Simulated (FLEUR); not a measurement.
**NiO: which magnetic order is lowest**

Does NiO prefer parallel or opposed moments?

Method: PBE with U = 6 eV on Ni d; all-electron FLAPW, Dirac cores, scalar-relativistic bands, in FLEUR MaX-R8.1.

## (1) Set-up

The structure is cubic, space group Fm-3m (No. 225). Conventional cell: a = 4.172 Å, b = 4.172 Å, c = 4.172 Å, α = 90.00°, β = 90.00°, γ = 90.00°. Nearest to Ni lie 6 O at 2.09 Å. Nearest to O lie 6 Ni at 2.09 Å. Farther neighbours and most contacts between anions are not listed.

As a file:

```xyz
2
Lattice="0.0000 2.0859 2.0859 2.0859 0.0000 2.0859 2.0859 2.0859 0.0000" Properties=species:S:1:pos:R:3 pbc="T T T"
Ni    0.0000    0.0000    0.0000
O     2.0859    2.0859    2.0859
```

## (2) Run 1 (ferro +)

The parallel start is the test of whether parallel moments hold. The U counters the self-interaction that shrinks the moments of a localised shell.

inpgen writes inp.xml from crystal.txt; cutoffs, mixing, functional, smearing and local orbitals are then set in the file. The k list default-1 (kpts.xml, not shown) is a Γ-centred 10×10×10 mesh; where the ranks do not divide the number of points, some are split in two of half the weight.

Contents of inp.xml:

```
<?xml version="1.0" encoding="UTF-8" standalone="no"?>
<fleurInput fleurInputVersion="0.39">
   <comment>
      NiO
   </comment>
   <calculationSetup>
      <cutoffs Kmax="4.32" Gmax="13.0" GmaxXC="13.0" numbands="0"/>
      <scfLoop itmax="120" minDistance="0.0001" maxIterBroyd="15" imix="Anderson" alpha="0.05" precondParam="0.0" spinf="2.0" sdNocoIR="T"/>
      <coreElectrons ctail="T" frcor="F" kcrel="0" coretail_lmax="0"/>
      <xcFunctional name="pbe" relativisticCorrections="F"/>
      <magnetism jspins="2"/>
      <soc l_soc="F" theta="0.0" phi="0.0" spav="F"/>
      <expertModes spex="0" secvar="F"/>
      <geometryOptimization l_f="F" forcealpha="1.0" forcemix="BFGS" epsdisp="0.00001" epsforce="0.00001"/>
      <ldaU l_linMix="F" mixParam="0.05" spinf="1.0"/>
   </calculationSetup>
   <cell>
      <bzIntegration valenceElectrons="24.0" mode="hist" fermiSmearingEnergy="0.00183747">
         <kPointListSelection listName="default-1"/>
         <xi:include xmlns:xi="http://www.w3.org/2001/XInclude" href="kpts.xml"> </xi:include>
      </bzIntegration>
      <xi:include xmlns:xi="http://www.w3.org/2001/XInclude" href="sym.xml"> </xi:include>
      <bulkLattice scale="1.0">
         <bravaisMatrix>
            <row-1>    0.0000000000000000     3.9417828250996005     3.9417828250996005</row-1>
            <row-2>    3.9417828250996005     0.0000000000000000     3.9417828250996005</row-2>
            <row-3>    3.9417828250996005     3.9417828250996005     0.0000000000000000</row-3>
         </bravaisMatrix>
      </bulkLattice>
   </cell>
   <atomSpecies>
      <species name="Nickel (Ni2.000" element="Ni" atomicNumber="28">
         <mtSphere radius="2.46" gridPoints="813" logIncrement="0.015"/>
         <atomicCutoffs lmax="10" lnonsphr="8"/>
         <electronConfig flipSpins="F">
            <coreConfig>(1s1/2) (2s1/2) (2p1/2) (2p3/2)</coreConfig>
            <valenceConfig>(3s1/2) (3p1/2) (3p3/2) (4s1/2) (3d3/2) (3d5/2)</valenceConfig>
            <stateOccupation state="(3d3/2)" spinUp="2.0" spinDown="1.2"/>
            <stateOccupation state="(3d5/2)" spinUp="3.0" spinDown="1.8"/>
         </electronConfig>
         <energyParameters s="4" p="4" d="3" f="4"/>
         <ldaU l="2" U="6.0" J="0.0" l_amf="F"/>
         <lo type="SCLO" l="0" n="3" eDeriv="0"/>
         <lo type="SCLO" l="1" n="3" eDeriv="0"/>
      </species>
      <species name="Oxygen (O)" element="O" atomicNumber="8">
         <mtSphere radius="1.39" gridPoints="461" logIncrement="0.023"/>
         <atomicCutoffs lmax="6" lnonsphr="4"/>
         <electronConfig flipSpins="F">
            <coreConfig>(1s1/2)</coreConfig>
            <valenceConfig>(2s1/2) (2p1/2) (2p3/2)</valenceConfig>
            <stateOccupation state="(2p1/2)" spinUp="0.666667" spinDown="0.666667"/>
            <stateOccupation state="(2p3/2)" spinUp="1.333333" spinDown="1.333333"/>
         </electronConfig>
         <energyParameters s="2" p="2" d="3" f="4"/>
      </species>
   </atomSpecies>
   <atomGroups>
      <atomGroup species="Nickel (Ni2.000">
         <relPos label="                   1">.0000000000 .0000000000 .0000000000</relPos>
         <force calculate="T" relaxXYZ="TTT"/>
      </atomGroup>
      <atomGroup species="Oxygen (O)">
         <relPos label="                   2">1.000/2.000 1.000/2.000 1.000/2.000</relPos>
         <force calculate="T" relaxXYZ="TTT"/>
      </atomGroup>
   </atomGroups>
   <output dos="F" band="F" slice="F">
      <bandDOS minEnergy="-.5*Htr" maxEnergy="0.5*Htr" sigma="0.015" storeEVData="T"/>
      <plotting iplot="0" polar="F">
         <plot TwoD="T" vec1="  1.0  0.0  0.0" vec2="  0.0  1.0  0.0" vec3="  0.0  0.0  1.0" zero="  0.0  0.0  0.0" file="plot"/>
      </plotting>
      <moessbauerParams electricFieldGradient="F" isomerShift="F" coreHyperfine="F" valenceHyperfine="F"/>
   </output>
</fleurInput>
```

Contents of crystal.txt:

```
NiO
&input film=F cartesian=F /
0.00000000000  2.08590164140  2.08590164140
2.08590164140  0.00000000000  2.08590164140
2.08590164140  2.08590164140  0.00000000000
1.8897261246
1.0 1.0 1.0

2
28 0.00000000000  0.00000000000  0.00000000000 : 2.000
8 0.50000000000  0.50000000000  0.50000000000

&kpt div1=10 div2=10 div3=10 gamma=T /
```

On the command line:

```bash
$ OMP_NUM_THREADS=1 inpgen -f crystal.txt > inpgen.log  # inp.xml is then edited as shown
$ OMP_NUM_THREADS=1 mpirun -n 4 fleur_MPI > fleur.log
```

The program printed:

```text
Welcome to FLEUR        (www.flapw.de)
      MaX-Release 8.1          (www.max-centre.eu)

 ========== k-point set info ==========
 Selected k-point list: default-1
 k-point list type: mesh
 0 x 0 x 0
 Number of k points: 48

 ------------Calculation Setup---------------------------
 Number of MPI-tasks      :            4
 Number of PE/node        :            4
 Number of OMP-threads    :            1
 k-points in parallel     :            4
 pe's per k-point         :            1
 No of k-point loops      :           12
 Eigenvalue solver        :       lapack
 Number of basis functions:          186
 Approximate size of matrices (H+S) per k-point:         0.001 GB
 --------------------------------------------------------
 no density matrix found ... skipping LDA+U
 Reset of history
 Iteration:     1   Distance:      30.03136470 me/bohr^3
 Iteration:     2   Distance:      39.44187688 me/bohr^3
 Iteration:     3   Distance:      36.68869006 me/bohr^3
 Iteration:     4   Distance:      20.12572539 me/bohr^3
 Iteration:     5   Distance:      10.22554483 me/bohr^3
 Iteration:     6   Distance:       8.81325446 me/bohr^3
 Iteration:     7   Distance:       1.57819950 me/bohr^3
 Iteration:     8   Distance:       1.21976038 me/bohr^3
 Iteration:     9   Distance:       0.29143029 me/bohr^3
 Iteration:    10   Distance:       0.28701613 me/bohr^3
 Iteration:    11   Distance:       0.08305022 me/bohr^3
 Iteration:    12   Distance:       0.06058374 me/bohr^3
 Iteration:    13   Distance:       0.00709807 me/bohr^3
 Iteration:    14   Distance:       0.00907465 me/bohr^3
 Iteration:    15   Distance:       0.00200078 me/bohr^3
 Iteration:    16   Distance:       0.00019958 me/bohr^3
 Iteration:    17   Distance:       0.00015871 me/bohr^3
 Iteration:    18   Distance:       0.00005610 me/bohr^3

 ********************************************************************
 Run finished successfully
 Stop message:
   all done
 ********************************************************************

--- out.xml (last complete iteration) ---
<iteration numberForCurrentRun="   18" overallNumber="   18">
         [... left out ...]
         <bandgap value="2.4009043879" units="eV"/>
         <sumValenceSingleParticleEnergies value="-17.8775352255" units="Htr"/>
         <FermiEnergy value="0.2917177367" units="Htr"/>
         <valenceDensity>
            <mtCharges spin="1">
               <mtCharge atomType="1" total="9.5564866" s="1.2019621" p="3.2570468" d="5.0145070" f="0.0576971"/>
               <mtCharge atomType="2" total="2.3219005" s="0.6959184" p="1.6219098" d="0.0035176" f="0.0004612"/>
            </mtCharges>
            <mtCharges spin="2">
               <mtCharge atomType="1" total="7.7672841" s="1.1892896" p="3.2424844" d="3.2584922" f="0.0543995"/>
               <mtCharge atomType="2" total="2.1438045" s="0.6756727" p="1.4657805" d="0.0019577" f="0.0003283"/>
            </mtCharges>
            <spinDependentCharge spin="1" total="13.0000000" interstitial="1.1216129" mtSpheres="11.8783871"/>
            <spinDependentCharge spin="2" total="11.0000000" interstitial="1.0889114" mtSpheres="9.9110886"/>
            <totalCharge value="24.0000000000"/>
         </valenceDensity>
         [... left out ...]
         <allElectronCharges>
            <spinDependentCharge spin="1" total="19.0000000" interstitial="1.1216134" mtSpheres="17.8783866"/>
            <spinDependentCharge spin="2" total="17.0000000" interstitial="1.0889119" mtSpheres="15.9110881"/>
            <totalCharge value="35.9999999994"/>
         </allElectronCharges>
         <magneticMomentsInMTSpheres units="muBohr">
            <globalMagMoment atomType="1" vec="0.00000   0.00000   1.78920"/>
            <localMagMoment atomType="1" vec="0.00000   0.00000   1.78920"/>
            <globalMagMoment atomType="2" vec="0.00000   0.00000   0.17810"/>
            <localMagMoment atomType="2" vec="0.00000   0.00000   0.17810"/>
         </magneticMomentsInMTSpheres>
         <moessbauerParams unitsHFF="kG" unitsIS="e/bohr^3" unitsEFG="Htr/bohr^2">
         </moessbauerParams>
         <totalEnergy value="    -1595.9965303235" units="Htr">
            <sumOfEigenvalues value="     -910.2626445887">
               <coreElectrons value="-892.3851093632"/>
               <valenceElectrons value="-17.8775352255"/>
            </sumOfEigenvalues>
            <densityCoulombPotentialIntegral value="-2435.9710864026"/>
            <densityEffectivePotentialIntegral value="-2529.6361549629"/>
            <chargeDenXCDenIntegral value="-72.1877551342"/>
            <FockExchangeEnergyValence value="0.0000000000"/>
            <FockExchangeEnergyCore value="0.0000000000"/>
            <atomTypeDependentContributions atomType="1">
               <electronNucleiInteractionDifferentMTs value="1826.0029468477"/>
               <MadelungTerm value="-8.6337206783"/>
            </atomTypeDependentContributions>
            <atomTypeDependentContributions atomType="2">
               <electronNucleiInteractionDifferentMTs value="86.2508241146"/>
               <MadelungTerm value="-5.1866511885"/>
            </atomTypeDependentContributions>
            <dftUCorrection value="-0.8774004668"/>
            <tkbTimesEntropy value="0.0000000000"/>
            <freeEnergy value="-1595.9965303235"/>
            <extrapolationTo0K value="-1595.9965303235"/>
         </totalEnergy>
         <ldaUDensityMatrix>
            <densityMatrixFor spin="1" atomType="1" uIndex="1" l="2" U="6.00000000" J="0.00000000">
               (+1.00788,+0.00000) (+0.00000,+0.00000) (+0.00000,+0.00000) (+0.00000,+0.00000) (+0.02491,+0.00000)
               (+0.00000,+0.00000) (+0.98297,+0.00000) (+0.00000,+0.00000) (+0.00000,+0.00000) (+0.00000,+0.00000)
               (+0.00000,+0.00000) (+0.00000,+0.00000) (+1.03279,+0.00000) (+0.00000,+0.00000) (+0.00000,+0.00000)
               (+0.00000,+0.00000) (+0.00000,+0.00000) (+0.00000,+0.00000) (+0.98297,+0.00000) (+0.00000,+0.00000)
               (+0.02491,+0.00000) (+0.00000,+0.00000) (+0.00000,+0.00000) (+0.00000,+0.00000) (+1.00788,+0.00000)
            </densityMatrixFor>
            <densityMatrixFor spin="2" atomType="1" uIndex="1" l="2" U="6.00000000" J="0.00000000">
               (+0.56990,+0.00000) (+0.00000,+0.00000) (+0.00000,+0.00000) (+0.00000,+0.00000) (-0.40897,+0.00000)
               (+0.00000,+0.00000) (+0.97888,+0.00000) (+0.00000,+0.00000) (+0.00000,+0.00000) (+0.00000,+0.00000)
               (+0.00000,+0.00000) (+0.00000,+0.00000) (+0.16093,+0.00000) (+0.00000,+0.00000) (+0.00000,+0.00000)
               (+0.00000,+0.00000) (+0.00000,+0.00000) (+0.00000,+0.00000) (+0.97888,+0.00000) (+0.00000,+0.00000)
               (-0.40897,+0.00000) (+0.00000,+0.00000) (+0.00000,+0.00000) (+0.00000,+0.00000) (+0.56990,+0.00000)
            </densityMatrixFor>
         </ldaUDensityMatrix>
         <ldaUDensityMatrixConvergence>
            <distance spin="1" distance="0.000000"/>
            <distance spin="2" distance="0.000001"/>
         </ldaUDensityMatrixConvergence>
         <densityConvergence units="me/bohr^3">
            <chargeDensity spin="1" distance="0.0000375026"/>
            <chargeDensity spin="2" distance="0.0000372428"/>
            <overallChargeDensity distance="0.0000493974"/>
            <spinDensity distance="0.0000560968"/>
         </densityConvergence>
      </iteration>
```

Run time: 12 s. Hardware: 4 MPI ranks of Intel Xeon Platinum 8488C (Sapphire Rapids), shared host; peak memory 0.24 GiB.

This step gave:

| Quantity | Value |
| --- | --- |
| free energy | -43429.2780 eV |
| program's band gap on this mesh (in a metal only a level spacing) | 2.401 eV |
| magnetization | 2 μB |
| final state | ferromagnetic |
| largest moment | 1.789 μB |

After 18 cycles the largest moment stands at 1.79 μB.

[end of part 1 of 3]

[Logs and program files are shortened in this print: banners, set-up blocks, solver, clock and traceback lines can be left out without a mark of their own.]

[Logs are printed without paths, hosts, clocks, repeated set-up lines and the standing remarks that a program may print on its own settings, such as how far it seeks lower states.]

[Hosts, paths, dates, database ids (printed as entryN), source tags and the programs' standing remarks are cut or masked in the printed files.]

[Where a cell is said to come from a database of computed structures, the database is the Materials Project.]
